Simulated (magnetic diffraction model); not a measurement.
**CsNd3Cu2Te4W2: the ordered moment from one line**

Space group C2/m (no. 12), a = 18.0610 Å, b = 4.1970 Å, c = 10.4090 Å, β = 112.77°.

| site | atom | x | y | z |
| --- | --- | --- | --- | --- |
| 4i | W | 0.9290 | 1/2 | 0.2895 |
| 2c | Nd | 0 | 0 | 1/2 |
| 4i | Nd | 0.7133 | 0 | 0.6367 |
| 2a | Cs | 0 | 0 | 0 |
| 4i | Te | 0.7964 | 1/2 | 0.8477 |
| 4i | Te | 0.8591 | 0 | 0.5795 |
| 4i | Cu | 0.7216 | 0 | 0.9194 |

This is a made-up structure (elements placed in a structure type, unrelaxed), so the numbers test the method and describe no known phase.

Only Nd is taken to order (form factors of Nd3+); orders and moment sizes are assumed, and not adapted to the symmetry. Radiation: neutrons of λ = 2.52 Å, 5° to 50°; isotropic B of 0.15 Å² (W), 0.15 Å² (Nd), 0.22 Å² (Cs), 0.23 Å² (Te) and 0.27 Å² (Cu). The intensities are simulated: I ∝ L Σ (|F_N|² + |F_M⊥|²) for unpolarised neutrons, with F_M = 2.695 fm/μB × Σ f(s) S exp(2πi Q·r) exp(−B s²) at Q = H ± k (one set where k and −k are equivalent), only the part normal to Q counting and L = 1/(sin²θ cos θ). For collinear order S is the moment m, which repeats by lattice and centring translations R with the sign exp(−2πi k·R). Form factors are spin-only for 3d ions and dipole or tabulated for f ions, scattering lengths are Sears's of 1992, and absorption is left out. A label names one of the reflections at its angle. The strongest nuclear line in the range is 100, and lines under 0.2 are left out.

In a first state the assumed order is k = (0 0 0), collinear moments along [100], 2.8 μB on Nd; signs + at (0, 0, 1/2), + at (0.7133, 0, 0.6367), − at (0.7867, 1/2, 0.3633), with this pattern:

```tsv
2θ (°)	index	nuclear	magnetic
15.09	(0 0 1)	6.7	55.6
17.41	(2 0 0)	100.0	3.4
18.11	(2 0 -1)	50.0	11.9
27.25	(2 0 1)	4.0	5.4
28.62	(2 0 -2)	3.5	11.8
30.44	(0 0 2)	12.7	20.4
32.45	(4 0 -1)	4.9	0.1
35.23	(4 0 0)	39.2	1.6
36.07	(1 1 0)	0.5	26.9
36.68	(4 0 -2)	2.8	1.2
37.89	(1 1 -1)	9.1	9.5
40.67	(1 1 1)	63.6	16.2
40.99	(2 0 2)	0.1	8.9
42.59	(2 0 -3)	3.0	1.9
43.25	(3 1 -1)	18.9	2.8
43.88	(4 0 1)	16.1	0.9
```
(The table stops after 16 lines; 6 more lie at higher angle.)

**Question.** Nearer the ordering temperature the line at 15.09° has total intensity 20.6 on the same scale, and all moments have shrunk alike. How large is the Nd moment?

The nuclear part, 6.7, stays, so the magnetic part is 13.9 against 55.6. It goes as m², so m = 2.8 × √(13.9/55.6) = 1.40 μB; the value used was 1.4 μB.

[Logs are printed without paths, hosts, clocks, repeated set-up lines and the standing remarks that a program may print on its own settings, such as how far it seeks lower states.]
